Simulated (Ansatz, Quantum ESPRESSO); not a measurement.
# RbMgHF2 (P4/mmm): third-order response, part 3 of 3

Which lines does RbMgHF2 (P4/mmm) show in Raman and infrared spectra?

Quantum ESPRESSO 8.0 development, patched; DFT LDA, scalar-relativistic, plane waves, PseudoDojo norm-conserving pseudopotentials.

So far, highest mode moved by the LO-TO term (cm⁻¹): step 9 (the LO-TO splitting (1 0 0)) 871. The relaxed cell has a = 4.001, c = 3.974 Å (conventional setting).

The structure was built from a prototype and need not be the compound's stable phase.

### Step 10. Modes along a direction of q (0 0 1)

Contents of dynmat.in:

```
 &input
    fildyn='g.dyn',
    asr='crystal',
    fileig='dynmat.eig',
    q(1)=0.0,
    q(2)=0.0,
    q(3)=1.0,
 /
```

Launch:

```
$ dynmat.x -in dynmat.in > dynmat.out
```

Output:

```text
[banner, memory and clock lines left out]
Program DYNMAT v.8.0dev

     Reading Dynamical Matrix from file g.dyn
     ...Force constants read
     ...epsilon and Z* read
     ...Raman cross sections read
     Acoustic Sum Rule: || Z*(ASR) - Z*(orig)|| =    7.804329E-05
     Acoustic Sum Rule: ||dyn(ASR) - dyn(orig)||=    8.455384E-04

     Polarizability (A^3 units)
     multiply by 0.643996 for Clausius-Mossotti correction (not under assume_isolated = 'mt')
         8.313265    0.000000    0.000000
         0.000000    8.313265    0.000000
         0.000000    0.000000    8.564903

     IR activities are in (D/A)^2/amu units

# mode   [cm-1]    [THz]      IR
    1     -0.00   -0.0000    0.0000
    2     -0.00   -0.0000    0.0000
    3      0.00    0.0000    0.0000
    4    156.40    4.6888    0.8446
    5    156.40    4.6888    0.8446
    6    171.60    5.1446    0.0513
    7    203.51    6.1010    0.0000
    8    245.32    7.3545    1.0216
    9    245.32    7.3545    1.0216
   10    382.20   11.4581    5.8616
   11    418.55   12.5478    7.0234
   12    418.55   12.5478    7.0234
   13    781.62   23.4325    9.5337
   14    781.62   23.4325    9.5337
   15   1290.73   38.6951   22.4466

 )
[end of the log left out, with the tail of the file of modes that dynmat.x writes under the same name]
```

It took 0.47 s on 1 thread of Arm Neoverse V2, shared host.

Numbers from this step:

| Quantity | Value |
| --- | --- |
| highest mode moved by the LO-TO term | 1291 cm⁻¹ |

Zone-centre frequencies as printed; negative means imaginary. Modes:

```csv
mode,frequency (cm⁻¹)
1,0
2,0
3,0
4,156.4
5,156.4
6,171.6
7,203.5
8,245.3
9,245.3
10,382.2
11,418.6
12,418.6
13,781.6
14,781.6
15,1291
```

The field moves 3 modes; the highest of them now lies at 1291 cm⁻¹, where the highest that moved away lay at 1184.

### Step 11. Modes along a direction of q (1 1 1)

Contents of dynmat.in:

```
 &input
    fildyn='g.dyn',
    asr='crystal',
    fileig='dynmat.eig',
    q(1)=1.0,
    q(2)=1.0,
    q(3)=1.0,
 /
```

Launch:

```
$ dynmat.x -in dynmat.in > dynmat.out
```

Output:

```text
[banners, grids, parts of the stress and lines that vanish by symmetry left out]
[banner, memory and clock lines left out]
Program DYNMAT v.8.0dev

     Reading Dynamical Matrix from file g.dyn
     ...Force constants read
     ...epsilon and Z* read
     ...Raman cross sections read
     Acoustic Sum Rule: || Z*(ASR) - Z*(orig)|| =    7.804329E-05
     Acoustic Sum Rule: ||dyn(ASR) - dyn(orig)||=    8.455384E-04

     Polarizability (A^3 units)
     multiply by 0.643996 for Clausius-Mossotti correction (not under assume_isolated = 'mt')
         8.313265    0.000000    0.000000
         0.000000    8.313265    0.000000
         0.000000    0.000000    8.564903

     IR activities are in (D/A)^2/amu units

# mode   [cm-1]    [THz]      IR
    1     -0.00   -0.0000    0.0000
    2     -0.00   -0.0000    0.0000
[...]
14    835.21   25.0389   12.0785
   15   1225.64   36.7437   20.9062

 )
[end of the log left out, with the tail of the file of modes that dynmat.x writes under the same name]
```

The job ended after 0.47 s (1 thread).

Numbers from this step:

- highest mode moved by the LO-TO term: 1226 cm⁻¹

Zone-centre frequencies as printed; negative means imaginary. Modes:

```csv
mode,frequency (cm⁻¹)
1,0
2,0
3,0
4,156.4
5,159.7
6,171.4
7,203.5
8,245.2
9,245.3
10,290
11,418.6
12,484.1
13,781.6
14,835.2
15,1226
```

The field moves 7 modes; the highest of them now lies at 1226 cm⁻¹, where the highest that moved away lay at 1184.

### Step 12. The same in Ansatz

A second program on the same cell, potentials, cutoff and meshes tests the implementation of the phonon response, not its convergence. Its field response is summed in its own way. Its k mesh is centred on Γ.

This step: DFT LDA, scalar-relativistic, plane waves, PseudoDojo norm-conserving pseudopotentials (Ansatz 0.2.0).

Contents of input.yaml:

```yaml
crystal:
  lattice:
    - [4.0013163942, 0.0, 0.0]
    - [0.0, 4.0013163942, 0.0]
    - [0.0, 0.0, 3.9741414699]
  atoms:
    - { symbol: Rb, position: [0.0, 0.0, 0.0] }
    - { symbol: Mg, position: [0.5, 0.5, 0.5] }
    - { symbol: F, position: [0.5, 0.0, 0.5] }
    - { symbol: F, position: [0.0, 0.5, 0.5] }
    - { symbol: H, position: [0.5, 0.5, 0.0] }
kpoints:
  mp_grid: { grid: [6, 6, 6] }
hamiltonian:
  xc: lda
  pseudopotentials: { kind: nc, accuracy: standard }
scf:
  occupations: { method: fixed }
output:
  eigenvalues: true
basis:
  ecutwfc: 1142.878
phonons:
  method: dfpt
  dielectric: true
  rigid_motions: translations
  raman: true
```

Launch:

```
$ ansatz run input.yaml --threads 4 --pin off --max-ram 16384MiB --backend cpu --events-out ev --progress --plain --runs-dir out
```

Output:

```text
Warning: basis.ecutwfc = 1142.878 eV is below the records' recommended 1142.878222 eV, and the density's cutoff is lower with it unless basis.ecutrho_ratio is high enough to keep the records' density cutoff: compare with a run at a higher cutoff
Engine: ansatz 0.2.0, aarch64-unknown-linux-gnu
Pseudopotentials: kind: nc
Pseudopotential: Rb, nc, valence charge 9, recommended cutoff 571.439111 eV (normal), Rb.nc.azcp (PseudoDojo's, or run here from an input of PseudoDojo's; its table is named by hamiltonian.pseudopotentials.accuracy)
Pseudopotential: Mg, nc, valence charge 10, recommended cutoff 1142.878222 eV (normal), Mg.nc.azcp (PseudoDojo's, or run here from an input of PseudoDojo's; its table is named by hamiltonian.pseudopotentials.accuracy)
Pseudopotential: F, nc, valence charge 7, recommended cutoff 1142.878222 eV (normal), F.nc.azcp (PseudoDojo's, or run here from an input of PseudoDojo's; its table is named by hamiltonian.pseudopotentials.accuracy)
Pseudopotential: H, nc, valence charge 1, recommended cutoff 1006.821291 eV (normal), H.nc.azcp (PseudoDojo's, or run here from an input of PseudoDojo's; its table is named by hamiltonian.pseudopotentials.accuracy)
Functional definition: SPW92
  exchange = slater_x
  correlation = pw_c
Crystal: 5 atoms, lattice volume = 63.628 Å³
Basis set: ecut = 1142.878 eV, 5549 PW (Γ), exchange–correlation on 90×90×90 points (8 copies of the dense FFT grid, shifted against one another)
Bands: 22, of which v1, the nominal top of the filled ones, is band 17 counted from 1 (16 counted from 0)
Symmetry: 16 space group operations
k-points: 112 of 216 (irreducible under 1 space group operation, time reversal used)
Non-local potential: Rb, projectors of the file, l = 0: 2, l = 1: 2, l = 2: 2
Non-local potential: Mg, projectors of the file, l = 0: 2, l = 1: 2
Non-local potential: F, projectors of the file, l = 0: 2, l = 1: 2, l = 2: 1
Non-local potential: H, projectors of the file, l = 0: 2, l = 1: 1
Initial density: superposition of atomic densities (chi_scale 0.1, normalization cell, long waves kept (reshape's long-wave potential 0.00 eV rms))
Initial wavefunctions: pseudopotential atomic-orbital guess
Functional: x = slater, c = lda
SCF iter   1: F=—  HF=-3718.054935 eV  |F-HF|=—  |Δ(HF+E_count)|=         —  Δρ=2.07e-1  dr2=2.34e1  ethr=3.10e-3  ⟨swp⟩=5.0  Hψ=10748  notcnv=0  defer=181
preconditioner: auto → Resta (q_TF=auto, 2.458 Å⁻¹)  ε∞=3.7  [insulator: Δε(μ)=2.814 eV  Ē_g=13.995 eV  n_scr=18 (ndim 8)  ℏωp=22.8 eV  f_vac=0.000  ε∞_Penn≈3.7]
SCF iter   2: F=—  HF=-3711.718577 eV  |F-HF|=—  |Δ(HF+E_count)|=    6.34e0  Δρ=6.78e-2  dr2=1.93e0  ethr=3.10e-3  ⟨swp⟩=4.6  Hψ=7133  notcnv=0  defer=315
SCF iter   3: F=—  HF=-3711.088741 eV  |F-HF|=—  |Δ(HF+E_count)|=   6.30e-1  Δρ=2.47e-2  dr2=5.36e-1  ethr=3.10e-3  ⟨swp⟩=2.0  Hψ=4436  notcnv=0  defer=326
SCF iter   4: F=—  HF=-3710.871126 eV  |F-HF|=—  |Δ(HF+E_count)|=   2.18e-1  Δρ=1.01e-2  dr2=9.43e-2  ethr=1.58e-3  ⟨swp⟩=2.2  Hψ=3294  notcnv=0  defer=325
SCF iter   5: F=—  HF=-3710.825710 eV  |F-HF|=—  |Δ(HF+E_count)|=   4.54e-2  Δρ=1.67e-3  dr2=4.30e-3  ethr=2.77e-4  ⟨swp⟩=3.4  Hψ=4638  notcnv=0  defer=336
SCF iter   6: F=—  HF=-3710.823779 eV  |F-HF|=—  |Δ(HF+E_count)|=   1.93e-3  Δρ=2.90e-4  dr2=5.58e-5  ethr=1.26e-5  ⟨swp⟩=3.3  Hψ=4582  notcnv=0  defer=336
SCF iter   7: F=—  HF=-3710.823774 eV  |F-HF|=—  |Δ(HF+E_count)|=   5.43e-6  Δρ=4.69e-5  dr2=1.43e-6  ethr=1.64e-7  ⟨swp⟩=2.1  Hψ=4164  notcnv=0  defer=335
SCF iter   8: F=—  HF=-3710.823714 eV  |F-HF|=—  |Δ(HF+E_count)|=   6.02e-5  Δρ=8.10e-6  dr2=3.78e-8  ethr=4.21e-9  ⟨swp⟩=2.6  Hψ=4094  notcnv=0  defer=307
SCF iter   9: F=—  HF=-3710.823714 eV  |F-HF|=—  |Δ(HF+E_count)|=   2.57e-9  Δρ=1.27e-6  dr2=7.92e-10  ethr=1.11e-10  ⟨swp⟩=2.6  Hψ=3863  notcnv=0  defer=307
SCF iter  10: F=-3710.823714 eV  HF=-3710.823714 eV  |F-HF|=5.46e-12  |Δ(HF+E_count)|=  9.28e-11  Δρ=1.28e-7  dr2=5.86e-12  ethr=1.00e-12  ⟨swp⟩=14.8  Hψ=19343  notcnv=0
SCF 1 converged in 10 iterations: F = -3710.823714 eV  dr2 = 5.86e-12
DFPT response loops at Γ: preconditioner auto → none (the input reference at scf.mixing.eps_inf says where Resta's filter doesn't serve); β = 0.50; Broyden in place of MSR1
── the response to a field inside a basis, on 8×8×8 k-points: an SCF that follows is theirs, and a resumed run solves both again ──
Bands: 18, of which v1, the nominal top of the filled ones, is band 17 counted from 1 (16 counted from 0)
k-points: 40 of 512
Initial density: handed on by an earlier stage of this run
Initial wavefunctions: pseudopotential atomic-orbital guess (no wavefunctions were taken with the density)
Eigensolver: Dense (40 Hₖ)
SCF iter   1: F=—  HF=-3710.816714 eV  |F-HF|=—  |Δ(HF+E_count)|=         —  Δρ=1.56e-4  dr2=1.16e-6  ethr=1.00e-1
preconditioner: auto → Resta (q_TF=auto, 2.458 Å⁻¹)  ε∞=3.6  [insulator: Δε(μ)=5.669 eV  Ē_g=14.260 eV  n_scr=18 (ndim 8)  ℏωp=22.8 eV  f_vac=0.003  ε∞_Penn≈3.6]
SCF iter   2: F=—  HF=-3710.816715 eV  |F-HF|=—  |Δ(HF+E_count)|=   1.73e-6  Δρ=8.04e-5  dr2=3.20e-7  ethr=3.42e-9
SCF iter   3: F=—  HF=-3710.816716 eV  |F-HF|=—  |Δ(HF+E_count)|=   6.70e-7  Δρ=4.59e-6  dr2=5.50e-9  ethr=9.41e-10
SCF iter   4: F=—  HF=-3710.816716 eV  |F-HF|=—  |Δ(HF+E_count)|=  6.70e-10  Δρ=1.22e-6  dr2=5.28e-10  ethr=1.62e-11
SCF iter   5: F=-3710.816716 eV  HF=-3710.816716 eV  |F-HF|=1.68e-11  |Δ(HF+E_count)|=  1.41e-10  Δρ=3.37e-7  dr2=3.53e-11  ethr=1.55e-12
SCF 1 converged in 5 iterations: F = -3710.816716 eV  dr2 = 3.53e-11
DFPT response loops at Γ: mixed as the last ones told, above
DFPT response loops at Γ: mixed as the last ones told, above
SCF converged after 10 iterations
Free energy (F): -3710.823714 eV
Harris-Foulkes:  -3710.823714 eV  (|F-HF|=5.46e-12)
Internal energy: -3710.823714 eV  (E = F + TS)
E sigma→0 (E₀):  -3710.823714 eV
Fermi energy:    4.961324 eV
--- Per-component energies (eV) ---
  E_band       = -450.645421
  E_kinetic    = 2019.370292
  E_local      = -3337.438908  (includes V_loc(G=0)·N_el)
  E_nonlocal   = -678.707357
  E_hartree    = 1158.005176
  E_xc         = -708.344012
  E_vxc        = -769.879809  (∫ρ·V_xc dr)
  E_ewald      = -2163.708905
  E_smearing   = -0.000000  (= −TS)
  E_closure    = 0.000000  (closes the sum)
  Σ components = -3710.823714   (vs F -3710.823714, Δ=0.00e0)
--- Band table (eV; the first three rows and the last of 112) ---
  k-point 0: bands = [... 13 lower, 1.7244, 2.0132, 2.0132, 3.2308, 11.4005, 12.2376, 14.8114, 15.0155, ... 1 higher]
  k-point 1: bands = [... 13 lower, 1.6491, 1.9557, 1.9557, 3.7141, 11.6035, 12.5302, 13.9058, 15.1201, ... 1 higher]
  k-point 2: bands = [... 13 lower, 1.5045, 1.8553, 1.8553, 4.4890, 10.9728, 13.1609, 14.8130, 15.3501, ... 1 higher]
  k-point 111: bands = [... 13 lower, 1.8192, 1.8192, 2.3615, 3.7881, 12.6749, 12.6749, 13.2659, 15.1381, ... 1 higher]
--- Phonons (Γ-DFPT): 9 representative perturbations + reference, on 112 of 216 k-points (Σ response iterations 31) ---
  k mesh reduced under 1 symmetry operation, with k and −k counted as one. Each operation leaves every solved perturbation unchanged. A smaller set is not considered because the run solves the response to a homogeneous field
  ASR residual: 1.451e-4 → 0.000e0 eV/Å²; symmetrization residual: 2.150e-6 eV/Å²
  ASR residual per site (eV/Å²): 2.02e-5 1.45e-4 3.76e-5 3.76e-5 1.66e-5
  Γ frequencies (cm⁻¹): 0.00 0.00 0.00 156.47 156.47 162.91 203.57 245.28 245.53 245.53 418.89 418.89 781.85 781.85 1184.05
  ε∞ (high-frequency dielectric tensor):
        2.641809     0.000000     0.000000
        0.000000     2.641809     0.000000
        0.000000     0.000000     2.691428
  ε⁰ (static dielectric tensor: ions relaxed, cell fixed):
        6.230115    -0.000000     0.000000
       -0.000000     6.230115    -0.000000
        0.000000    -0.000000     8.644777
  ε⁰ − ε∞ (ionic part):
        3.588306    -0.000000     0.000000
       -0.000000     3.588306    -0.000000
        0.000000    -0.000000     5.953349
  softest optical mode at Γ: 156.47 cm⁻¹; the repairs (sum rule, projections) moved no ω² at Γ by more than (3.63 cm⁻¹)²
  Born effective charges Z* (e; rows j = field, columns β = displacement):
    site 0:
         1.18054    0.00000    0.00000
         0.00000    1.18054    0.00000
         0.00000    0.00000    1.24619
    site 1:
         1.95916   -0.00000    0.00000
        -0.00000    1.95916    0.00000
         0.00000    0.00000    2.14805
    site 2:
        -1.00902   -0.00000    0.00000
        -0.00000   -1.44961    0.00000
         0.00000    0.00000   -1.23128
    site 3:
        -1.44961   -0.00000    0.00000
        -0.00000   -1.00902    0.00000
         0.00000    0.00000   -1.23128
    site 4:
        -0.68107    0.00000    0.00000
         0.00000   -0.68107    0.00000
         0.00000    0.00000   -0.93167
  Z* charge neutrality: 5.667e-4 e pre-enforcement
  solved inside a basis spanned on kpoints, on 8×8×8 k-points: ε∞ is read to err by 5.1e-3, Z* by 1.1e-2 e (field_mesh: kpoints solves on kpoints); Z* is corrected for what the basis lacks
  Raman tensors (in the event stream and the table raman_tensors.tsv): an entry may err by 3.6e-4 Å², one of the second-order susceptibility by 5.9e-20 pm/V (basis, points and sum rule); their sum over the sites missed zero by 5.294e-21 Å² ahead of its enforcement
  optical modes at Γ without the LO–TO term, one row a degenerate level:
      ω (cm⁻¹)  modes    IR ((D/Å)²/amu)  static Raman (Å⁴/amu)  depolarisation
        156.47      2             1.6974                 0.0000               —
        162.91      1             1.0117                 0.0000               —
        203.57      1             0.0000                 0.0000               —
        245.28      1             7.5418                 0.0000               —
        245.53      2             2.0225                 0.0000               —
        418.89      2            14.0336                 0.0000               —
        781.85      2            19.0952                 0.0000               —
       1184.05      1            19.7943                 0.0000               —
  optical modes at Γ + LO–TO along q̂ = [1.0000, 0.0000, 0.0000]:
      ω (cm⁻¹)  modes    IR ((D/Å)²/amu)  static Raman (Å⁴/amu)  depolarisation
        156.47      1             0.8487                 0.0000               —
        162.91      1             1.0117                 0.0000               —
        171.20      1             0.1641                 0.0000               —
        203.57      1             0.0000                 0.0000               —
        245.28      1             7.5418                 0.0000               —
        245.53      1             1.0112                 0.0000               —
        259.67      1             0.2971                 0.0000               —
        418.89      1             7.0168                 0.0000               —
        498.57      1             4.3412                 0.0000               —
        781.85      1             9.5476                 0.0000               —
        871.77      1            13.6220                 0.0000               —
       1184.05      1            19.7943                 0.0000               —
  optical modes at Γ + LO–TO along q̂ = [0.0000, 1.0000, 0.0000]:
      ω (cm⁻¹)  modes    IR ((D/Å)²/amu)  static Raman (Å⁴/amu)  depolarisation
        156.47      1             0.8487                 0.0000               —
        162.91      1             1.0117                 0.0000               —
        171.20      1             0.1641                 0.0000               —
        203.57      1             0.0000                 0.0000               —
        245.28      1             7.5418                 0.0000               —
        245.53      1             1.0112                 0.0000               —
        259.67      1             0.2971                 0.0000               —
        418.89      1             7.0168                 0.0000               —
        498.57      1             4.3412                 0.0000               —
        781.85      1             9.5476                 0.0000               —
        871.77      1            13.6220                 0.0000               —
       1184.05      1            19.7943                 0.0000               —
  optical modes at Γ + LO–TO along q̂ = [0.0000, 0.0000, 1.0000]:
      ω (cm⁻¹)  modes    IR ((D/Å)²/amu)  static Raman (Å⁴/amu)  depolarisation
        156.47      2             1.6974                 0.0000               —
        171.78      1             0.0525                 0.0000               —
        203.57      1             0.0000                 0.0000               —
        245.53      2             2.0225                 0.0000               —
        382.43      1             5.8568                 0.0000               —
        418.89      2            14.0336                 0.0000               —
        781.85      2            19.0952                 0.0000               —
       1290.73      1            22.4385                 0.0000               —
```

It took 4.2 min on 4 threads; peak memory 2.4 GiB.

Numbers from this step:

```
sum-rule residual before enforcement     : 1.45e-4 eV/Å²
miss of the charge sum rule              : 5.67e-4 e
estimated error of the dielectric tensor : 0.005147
estimated error of the Born charges      : 0.01081 e
lowest optical zone-centre mode          : 156.5 cm⁻¹
mean static dielectric constant          : 7.035
highest mode moved by the LO-TO term     : 1291 cm⁻¹
```

Transverse modes. Lines of the infrared spectrum (strongest = 100):

```csv
position (cm⁻¹),"IR intensity ((D/Å)²/amu), degenerate modes summed, relative"
156,8.6
163,5.1
204,0.0
245,38
246,10
419,71
782,96
1184,100
```

### Step 13. Side by side: QE PseudoDojo and Ansatz, PseudoDojo

Numbers from this step:

```yaml
root_mean_square_difference: 0.25 cm⁻¹
largest_difference: 0.56 cm⁻¹
```

The 12 of 12 modes that differ most. Frequencies side by side:

```csv
q (reciprocal lattice),mode,QE PseudoDojo (cm⁻¹),"Ansatz, PseudoDojo (cm⁻¹)"
0 0 0,4,156.4,156.5
0 0 0,5,156.4,156.5
0 0 0,6,162.9,162.9
0 0 0,7,203.5,203.6
0 0 0,8,244.7,245.3
0 0 0,9,245.3,245.5
0 0 0,10,245.3,245.5
0 0 0,11,418.6,418.9
0 0 0,12,418.6,418.9
0 0 0,13,781.6,781.9
0 0 0,14,781.6,781.9
0 0 0,15,1184,1184
```

The two runs side by side. Further quantities:

```csv
quantity,QE PseudoDojo,"Ansatz, PseudoDojo"
mean ε∞,2.658,2.658
"largest Born charge in size (e; the first before, the second after the charge sum rule)",2.022,2.022
summed IR intensity ((D/Å)²/amu),65.21,65.2
```

At the zone centre the largest difference (acoustic modes at Γ apart) is 0.05 % of the highest mode.

### Step 14. What came out

```json
{"space group after relaxation": "P4/mmm", "volume per atom": "12.7 Å³", "gap on the k-mesh": "5.47 eV", "highest optical zone-centre mode (no LO-TO term)": "1184 cm⁻¹", "lowest optical zone-centre mode": "156.4 cm⁻¹", "highest mode moved by the LO-TO term": "1291 cm⁻¹", "mean high-frequency dielectric constant": "2.66", "largest Born charge in size (third of the trace)": "2.02 e", "mean static dielectric constant": "7.04", "imaginary optical modes at the zone centre (no q mesh in this session)": "none", "largest difference from Ansatz, PseudoDojo": "0.56 cm⁻¹"}
```

**Reading.** No mode is Raman active in this structure; the strongest infrared line lies at 1184 cm⁻¹. At the LDA level the optical modes of RbMgHF2 (P4/mmm) at the zone centre (no LO-TO term) run from 156 to 1184 cm⁻¹. Along the directions run, the highest mode that the macroscopic field moves lies at 1291 cm⁻¹. Lattice motion raises the mean dielectric constant from 2.658 to 7.044. Of the 12 optical modes, 11 are infrared active alone and 1 is silent. QE PseudoDojo and Ansatz, PseudoDojo agree to 0.56 cm⁻¹ (0.05 % of the highest mode compared) on all solved modes but the acoustic ones at Γ, without the LO-TO term. These are harmonic frequencies at zero temperature: anharmonic shifts and linewidths and thermal expansion are left out. The build is a development version in which the Raman tensors of release 7.5 are mended; dynmat.x leaves out the electro-optic term of LO lines. The structure is a hypothetical one, built on a prototype.

[Host names and launcher messages were left out of these logs when they were recorded.]

[Logs are printed without paths, hosts, clocks, repeated set-up lines and the standing remarks that a program may print on its own settings, such as how far it seeks lower states.]

[Hosts, paths, dates, database ids (printed as entryN), source tags and the programs' standing remarks are cut or masked in the printed files.]
